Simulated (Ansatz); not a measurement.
# Work function of Pd(110): what the settings cost and change, part 2 of 2

How thick a slab and how much vacuum does the work function of Pd(110) need?

Ansatz 0.2.0; plane-wave DFT, PBE, Ansatz PAW.

So far, work function, upper face (eV): step 2 (slab, setting 1 layer) 5.29; step 4 (run, 3 atoms) 4.75; step 5 (run, 4 atoms) 4.91; step 6 (run, 5 atoms) 4.72; step 7 (run, 6 atoms) 4.80.

### Step 8. Slab, 8 atoms

System of this step: Pd(110). The cell holds 8 atoms: 8 Pd. Its edges and angles: a = 3.890 Å, b = 2.751 Å, c = 27.627 Å, α = 90.0°, β = 90.0°, γ = 90.0°. Vacuum lies along c.

Input file input.yaml:

```yaml
crystal:
  lattice:
    - [3.89, 0.0, 0.0]
    - [0.0, 2.7506453788, 0.0]
    - [0.0, 0.0, 27.6272588259]
  atoms:
    - { symbol: Pd, position: [0.5, 0.5, 0.3257652182] }
    - { symbol: Pd, position: [0.0, 0.0, 0.3755465844] }
    - { symbol: Pd, position: [0.5, 0.5, 0.4253279507] }
    - { symbol: Pd, position: [0.0, 0.0, 0.4751093169] }
    - { symbol: Pd, position: [0.5, 0.5, 0.5248906831] }
    - { symbol: Pd, position: [0.0, 0.0, 0.5746720493] }
    - { symbol: Pd, position: [0.5, 0.5, 0.6244534156] }
    - { symbol: Pd, position: [0.0, 0.0, 0.6742347818] }
kpoints:
  mp_grid: { grid: [11, 15, 1] }
hamiltonian:
  xc: pbe
scf:
  occupations: { method: fermi_dirac, width: 0.1 }
  convergence: { dr2_threshold: 1.0e-09 }
efield:
  axis: 3
  dipole_correction: true
  ramp_position: 0.97
  ramp_width: 0.06
output:
  write_potential: true
  write_density: true
  volumetric_format: npy
```

On the command line:

```
$ ansatz run input.yaml --threads 2 --pin off --max-ram 3072MiB --backend cpu --events-out ev --progress --plain --runs-dir out
```

Numbers of over 12 decimals in the logs are rounded to 6 here.

The program printed:

```text
[...]
Crystal: 8 atoms, lattice volume = 295.612 Å³
Basis set: ecut = 420 eV, 5769 PW (Γ)
Bands: 87, of which v1, the nominal top of the filled ones, is band 72 counted from 1 (71 counted from 0)
Symmetry: 4 space group operations
k-points: 48 of 165
[...]
k-point 0: bands = [... 68 lower, 4.4616, 4.6760, 4.8073, 4.9347, 4.9880, 5.1644, 5.2327, 5.3113, ... 11 higher]
  k-point 1: bands = [... 68 lower, 4.5183, 4.6088, 4.8385, 4.8643, 4.8998, 5.1576, 5.2664, 5.2883, ... 11 higher]
  k-point 2: bands = [... 68 lower, 4.4779, 4.5276, 4.7301, 4.7594, 4.8279, 5.1693, 5.3157, 5.4256, ... 11 higher]
  k-point 47: bands = [... 68 lower, 5.0244, 5.0750, 5.1998, 5.2024, 6.6690, 7.1152, 8.3395, 8.7430, ... 11 higher]
[key lines of the parts left out:]
SCF converged after 13 iterations
Free energy (F): -55780.848185 eV
Fermi energy:    5.066069 eV
Dipole field:    D = 0.000002 V/Å  (p = 0.000003 e·Å, saw-weighted, corrected)
Work function:   Φ+ = 4.7343 eV   Φ− = 4.7344 eV
```

It took 3.6 min on 2 threads of Arm Neoverse N1, shared host; peak memory 1.4 GiB.

The work function is 4.734 eV, -0.069 eV from the run “6 layers”, at 1.8 times its CPU time.

### Step 9. Slab, 10 atoms

System of this step: Pd(110). The cell holds 10 atoms: 10 Pd. Cell: a = 3.890 Å, b = 2.751 Å, c = 30.378 Å, α = 90.0°, β = 90.0°, γ = 90.0°. Vacuum lies along c.

input.yaml, the sections that differ from step 8:

```yaml
crystal:
  lattice:
    - [3.89, 0.0, 0.0]
    - [0.0, 2.7506453788, 0.0]
    - [0.0, 0.0, 30.3779042047]
  atoms:
    - { symbol: Pd, position: [0.5, 0.5, 0.2962679696] }
    - { symbol: Pd, position: [0.0, 0.0, 0.3415417541] }
    - { symbol: Pd, position: [0.5, 0.5, 0.3868155387] }
    - { symbol: Pd, position: [0.0, 0.0, 0.4320893232] }
    - { symbol: Pd, position: [0.5, 0.5, 0.4773631077] }
    - { symbol: Pd, position: [0.0, 0.0, 0.5226368923] }
    - { symbol: Pd, position: [0.5, 0.5, 0.5679106768] }
    - { symbol: Pd, position: [0.0, 0.0, 0.6131844613] }
    - { symbol: Pd, position: [0.5, 0.5, 0.6584582459] }
    - { symbol: Pd, position: [0.0, 0.0, 0.7037320304] }
# kpoints, hamiltonian, scf, efield, output: as in step 8
```

The program printed:

```text
[...]
Crystal: 10 atoms, lattice volume = 325.044 Å³
Basis set: ecut = 420 eV, 6381 PW (Γ)
Bands: 108, of which v1, the nominal top of the filled ones, is band 90 counted from 1 (89 counted from 0)
Symmetry: 4 space group operations
k-points: 48 of 165
[...]
k-point 0: bands = [... 86 lower, 5.9407, 6.0188, 6.0710, 6.2565, 6.2942, 6.3762, 6.5270, 6.6246, ... 14 higher]
  k-point 1: bands = [... 86 lower, 5.9457, 5.9996, 6.1059, 6.1772, 6.2425, 6.3525, 6.4831, 6.6089, ... 14 higher]
  k-point 2: bands = [... 86 lower, 5.7784, 5.9088, 5.9807, 6.1446, 6.1669, 6.3392, 6.5727, 6.6190, ... 14 higher]
  k-point 47: bands = [... 86 lower, 6.3925, 6.3979, 6.5307, 6.5345, 7.7929, 8.2516, 9.1209, 9.5162, ... 14 higher]
[key lines of the parts left out:]
SCF converged after 13 iterations
Free energy (F): -69726.587998 eV
Fermi energy:    6.374496 eV
Dipole field:    D = -0.000001 V/Å  (p = -0.000002 e·Å, saw-weighted, corrected)
Work function:   Φ+ = 4.8000 eV   Φ− = 4.8000 eV
```

The job ended after 5.5 min (2 threads; peak memory 1.8 GiB).

The work function is 4.800 eV, +0.066 eV from the run “8 layers”, at 1.5 times its CPU time.

### Step 10. Slab, 13 atoms

System of this step: Pd(110). The cell holds 13 atoms: 13 Pd. Cell: a = 3.890 Å, b = 2.751 Å, c = 34.504 Å, α = 90.0°, β = 90.0°, γ = 90.0°. Vacuum lies along c.

input.yaml, the sections that differ from step 9:

```yaml
crystal:
  lattice:
    - [3.89, 0.0, 0.0]
    - [0.0, 2.7506453788, 0.0]
    - [0.0, 0.0, 34.5038722729]
  atoms:
    - { symbol: Pd, position: [0.0, 0.0, 0.2608402886] }
    - { symbol: Pd, position: [0.5, 0.5, 0.3007002405] }
    - { symbol: Pd, position: [0.0, 0.0, 0.3405601924] }
    - { symbol: Pd, position: [0.5, 0.5, 0.3804201443] }
    - { symbol: Pd, position: [0.0, 0.0, 0.4202800962] }
    - { symbol: Pd, position: [0.5, 0.5, 0.4601400481] }
    - { symbol: Pd, position: [0.0, 0.0, 0.5] }
    - { symbol: Pd, position: [0.5, 0.5, 0.5398599519] }
    - { symbol: Pd, position: [0.0, 0.0, 0.5797199038] }
    - { symbol: Pd, position: [0.5, 0.5, 0.6195798557] }
    - { symbol: Pd, position: [0.0, 0.0, 0.6594398076] }
    - { symbol: Pd, position: [0.5, 0.5, 0.6992997595] }
    - { symbol: Pd, position: [0.0, 0.0, 0.7391597114] }
# kpoints, hamiltonian, scf, efield, output: as in step 9
```

The program printed:

```text
[...]
Crystal: 13 atoms, lattice volume = 369.192 Å³
Basis set: ecut = 420 eV, 7215 PW (Γ)
Bands: 141, of which v1, the nominal top of the filled ones, is band 117 counted from 1 (116 counted from 0)
Symmetry: 4 space group operations
k-points: 48 of 165
[...]
k-point 0: bands = [... 113 lower, 7.5467, 7.6618, 7.7643, 7.8329, 7.8891, 8.0541, 8.0721, 8.1929, ... 20 higher]
  k-point 1: bands = [... 113 lower, 7.6337, 7.6634, 7.7484, 7.8081, 7.8325, 7.9907, 8.0293, 8.1690, ... 20 higher]
  k-point 2: bands = [... 113 lower, 7.4664, 7.6043, 7.6334, 7.7309, 7.7831, 7.9481, 8.1370, 8.2242, ... 20 higher]
  k-point 47: bands = [... 113 lower, 8.0185, 8.0595, 8.1718, 8.1860, 9.2371, 9.7178, 10.2307, 10.6453, ... 20 higher]
[key lines of the parts left out:]
SCF converged after 14 iterations
Free energy (F): -90645.199063 eV
Fermi energy:    7.998210 eV
Dipole field:    D = -0.000000 V/Å  (p = -0.000000 e·Å, saw-weighted, corrected)
Work function:   Φ+ = 4.7876 eV   Φ− = 4.7876 eV
```

It took 9.7 min on 2 threads; peak memory 2.5 GiB.

The work function is 4.788 eV, -0.012 eV from the run “10 layers”, at 1.7 times its CPU time.

### Step 11. Run, 7 atoms

System of this step: Pd(110). The cell holds 7 atoms: 7 Pd. Its edges and angles: a = 3.890 Å, b = 2.751 Å, c = 18.252 Å, α = 90.0°, β = 90.0°, γ = 90.0°. Vacuum lies along c.

input.yaml, the sections that differ from step 10:

```yaml
crystal:
  lattice:
    - [3.89, 0.0, 0.0]
    - [0.0, 2.7506453788, 0.0]
    - [0.0, 0.0, 18.2519361364]
  atoms:
    - { symbol: Pd, position: [0.0, 0.0, 0.2739435402] }
    - { symbol: Pd, position: [0.5, 0.5, 0.3492956934] }
    - { symbol: Pd, position: [0.0, 0.0, 0.4246478467] }
    - { symbol: Pd, position: [0.5, 0.5, 0.5] }
    - { symbol: Pd, position: [0.0, 0.0, 0.5753521533] }
    - { symbol: Pd, position: [0.5, 0.5, 0.6507043066] }
    - { symbol: Pd, position: [0.0, 0.0, 0.7260564598] }
# kpoints, hamiltonian, scf, efield, output: as in step 10
```

The program printed:

```text
[...]
Crystal: 7 atoms, lattice volume = 195.296 Å³
Basis set: ecut = 420 eV, 3857 PW (Γ)
Bands: 76, of which v1, the nominal top of the filled ones, is band 63 counted from 1 (62 counted from 0)
Symmetry: 4 space group operations
k-points: 48 of 165
[...]
k-point 0: bands = [... 59 lower, 7.7592, 7.7937, 7.8187, 8.0636, 8.0733, 8.2465, 8.4351, 8.8505, ... 9 higher]
  k-point 1: bands = [... 59 lower, 7.6395, 7.8967, 7.9077, 7.9156, 7.9878, 8.2867, 8.3648, 8.9180, ... 9 higher]
  k-point 2: bands = [... 59 lower, 7.4735, 7.8043, 7.8417, 7.8468, 8.0037, 8.2281, 8.4403, 9.1080, ... 9 higher]
  k-point 47: bands = [... 59 lower, 8.1638, 8.1966, 8.2999, 8.3377, 9.9279, 10.3906, 11.8023, 12.3188, ... 9 higher]
[key lines of the parts left out:]
SCF converged after 12 iterations
Free energy (F): -48807.972161 eV
Fermi energy:    8.194630 eV
Dipole field:    D = 0.000000 V/Å  (p = 0.000000 e·Å, saw-weighted, corrected)
Work function:   Φ+ = 4.8378 eV (in doubt: plateau slope 1.2e-2 eV/Å)   Φ− = 4.8384 eV
```

Elapsed: 2.3 min, on 2 threads; peak memory 0.92 GiB; 3.8 min of CPU time.

The work function is 4.838 eV. The program marks this work function as in doubt.

### Step 12. Run, 7 atoms (run 2)

The cell differs from the one that the last finished run ended in (c 18.252 → 22.252 Å).

input.yaml, the sections that differ from step 11:

```yaml
crystal:
  lattice:
    - [3.89, 0.0, 0.0]
    - [0.0, 2.7506453788, 0.0]
    - [0.0, 0.0, 22.2519361364]
  atoms:
    - { symbol: Pd, position: [0.0, 0.0, 0.3145793677] }
    - { symbol: Pd, position: [0.5, 0.5, 0.3763862451] }
    - { symbol: Pd, position: [0.0, 0.0, 0.4381931226] }
    - { symbol: Pd, position: [0.5, 0.5, 0.5] }
    - { symbol: Pd, position: [0.0, 0.0, 0.5618068774] }
    - { symbol: Pd, position: [0.5, 0.5, 0.6236137549] }
    - { symbol: Pd, position: [0.0, 0.0, 0.6854206323] }
# kpoints, hamiltonian, scf, efield, output: as in step 11
```

The program printed:

```text
[...]
Crystal: 7 atoms, lattice volume = 238.096 Å³
Basis set: ecut = 420 eV, 4663 PW (Γ)
Bands: 76, of which v1, the nominal top of the filled ones, is band 63 counted from 1 (62 counted from 0)
Symmetry: 4 space group operations
k-points: 48 of 165
[...]
k-point 0: bands = [... 59 lower, 5.4175, 5.4521, 5.4780, 5.7220, 5.7317, 5.9049, 6.0935, 6.5053, ... 9 higher]
  k-point 1: bands = [... 59 lower, 5.2981, 5.5551, 5.5666, 5.5740, 5.6462, 5.9451, 6.0232, 6.5728, ... 9 higher]
  k-point 2: bands = [... 59 lower, 5.1320, 5.4627, 5.5001, 5.5051, 5.6625, 5.8865, 6.0987, 6.7631, ... 9 higher]
  k-point 47: bands = [... 59 lower, 5.8222, 5.8550, 5.9583, 5.9961, 7.5863, 8.0490, 9.4605, 9.9771, ... 9 higher]
[key lines of the parts left out:]
SCF converged after 12 iterations
Free energy (F): -48807.971936 eV
Fermi energy:    5.853016 eV
Dipole field:    D = -0.000000 V/Å  (p = -0.000000 e·Å, saw-weighted, corrected)
Work function:   Φ+ = 4.8364 eV   Φ− = 4.8364 eV
```

The job ended after 2.3 min (2 threads; peak memory 1.1 GiB; 4 min of CPU time).

The work function is 4.836 eV, -0.001 eV from the run “7 layers, 10 Å of vacuum”, at 1.0 times its CPU time.

### Step 13. Slab, 7 atoms

The cell differs from the one that the last finished run ended in (c 22.252 → 34.252 Å).

input.yaml, the sections that differ from step 12:

```yaml
crystal:
  lattice:
    - [3.89, 0.0, 0.0]
    - [0.0, 2.7506453788, 0.0]
    - [0.0, 0.0, 34.2519361364]
  atoms:
    - { symbol: Pd, position: [0.0, 0.0, 0.3795405885] }
    - { symbol: Pd, position: [0.5, 0.5, 0.4196937257] }
    - { symbol: Pd, position: [0.0, 0.0, 0.4598468628] }
    - { symbol: Pd, position: [0.5, 0.5, 0.5] }
    - { symbol: Pd, position: [0.0, 0.0, 0.5401531372] }
    - { symbol: Pd, position: [0.5, 0.5, 0.5803062743] }
    - { symbol: Pd, position: [0.0, 0.0, 0.6204594115] }
# kpoints, hamiltonian, scf, efield, output: as in step 12
```

The program printed:

```text
[...]
Crystal: 7 atoms, lattice volume = 366.496 Å³
Basis set: ecut = 420 eV, 7199 PW (Γ)
Bands: 76, of which v1, the nominal top of the filled ones, is band 63 counted from 1 (62 counted from 0)
Symmetry: 4 space group operations
k-points: 48 of 165
[...]
k-point 0: bands = [... 59 lower, 1.6726, 1.7071, 1.7330, 1.9771, 1.9867, 2.1600, 2.3486, 2.7603, ... 9 higher]
  k-point 1: bands = [... 59 lower, 1.5532, 1.8102, 1.8217, 1.8290, 1.9012, 2.2001, 2.2783, 2.8278, ... 9 higher]
  k-point 2: bands = [... 59 lower, 1.3871, 1.7177, 1.7551, 1.7602, 1.9175, 2.1415, 2.3538, 3.0182, ... 9 higher]
  k-point 47: bands = [... 59 lower, 2.0773, 2.1100, 2.2134, 2.2512, 3.8413, 4.3040, 5.7156, 6.2322, ... 9 higher]
[key lines of the parts left out:]
SCF converged after 12 iterations
Free energy (F): -48807.971927 eV
Fermi energy:    2.108088 eV
Dipole field:    D = 0.000000 V/Å  (p = 0.000000 e·Å, saw-weighted, corrected)
Work function:   Φ+ = 4.8363 eV   Φ− = 4.8363 eV
```

Run time: 3.8 min. Hardware: 2 threads; peak memory 1.5 GiB; 6.5 min of CPU time.

The work function is 4.836 eV, -0.000 eV from the run “7 layers, 14 Å of vacuum”, at 1.6 times its CPU time.

### Step 14. Comparing the runs

Times are for 2 threads of Arm Neoverse N1, shared host. The runs compared:

```tsv
no.	setting	work function, upper face (eV)	time	memory (GiB)
1	1 layer	5.292	20 s	0.48
2	2 layers	4.956	26 s	0.5
3	3 layers	4.746	44 s	0.62
4	4 layers	4.914	66 s	0.74
5	5 layers	4.719	93 s	0.87
6	6 layers	4.803	2.1 min	1.0
7	8 layers	4.734	3.6 min	1.4
8	10 layers	4.800	5.5 min	1.8
9	13 layers	4.788	9.7 min	2.5
10	7 layers, 10 Å of vacuum	4.838	2.3 min	0.92
11	7 layers, 14 Å of vacuum	4.836	2.3 min	1.1
12	7 layers, 26 Å of vacuum	4.836	3.8 min	1.5
```

### Step 15. Results

| Quantity | Value |
| --- | --- |
| work function, 1 layer | 5.292 eV |
| work function, 5 layers | 4.719 eV |
| work function, 6 layers | 4.803 eV |
| work function, 13 layers | 4.788 eV |

In words: The thickest slab gives 4.79 eV, and the settings tried spread the value from 4.72 to 5.29 eV. At 18 Å of vacuum, the slabs from 10 layers on stay within 0.02 eV of the thickest. Beyond two layers the value swings up and down with thickness, as is usual where quantum-well states cross the Fermi level; the levels were not examined here. Going from 10 to 26 Å of vacuum moves it by 0.001 eV. The program marks the value as in doubt in “7 layers, 10 Å of vacuum”. The ladder's slabs use the tabulated experimental lattice constant (two decimals; a low-temperature value for the alkali metals). The main runs have no spin polarisation; a magnetic state could lie lower and would change these results. In 1 run of the series (7 layers, 10 Å of vacuum) the program warns that electrons reach the sawtooth's ramp, which makes dipole and work function less sure.

Computed beside measured:

```
                                               quantity  measured        13 layers
work function (clean (110) face, a compiled value) (eV)      5.07  4.79 (-0.28 eV)
```

Measured values from arxiv:1902.07811 (2019).

How well it matches: The work function is off by -0.28 eV: fair agreement. The grades are ours: good and fair within 3 and 7 % for the work function. No cell relaxation is part of this session.

[Logs are printed without paths, hosts, clocks, repeated set-up lines and the standing remarks that a program may print on its own settings, such as how far it seeks lower states.]

[Hosts, paths, dates, database ids (printed as entryN), source tags and the programs' standing remarks are cut or masked in the printed files.]

[Maps of the electrostatic potential energy from Ansatz leave out the sawtooth potential of an applied field or a dipole correction, so their vacuum need not be flat; planar profiles and work functions include it.]
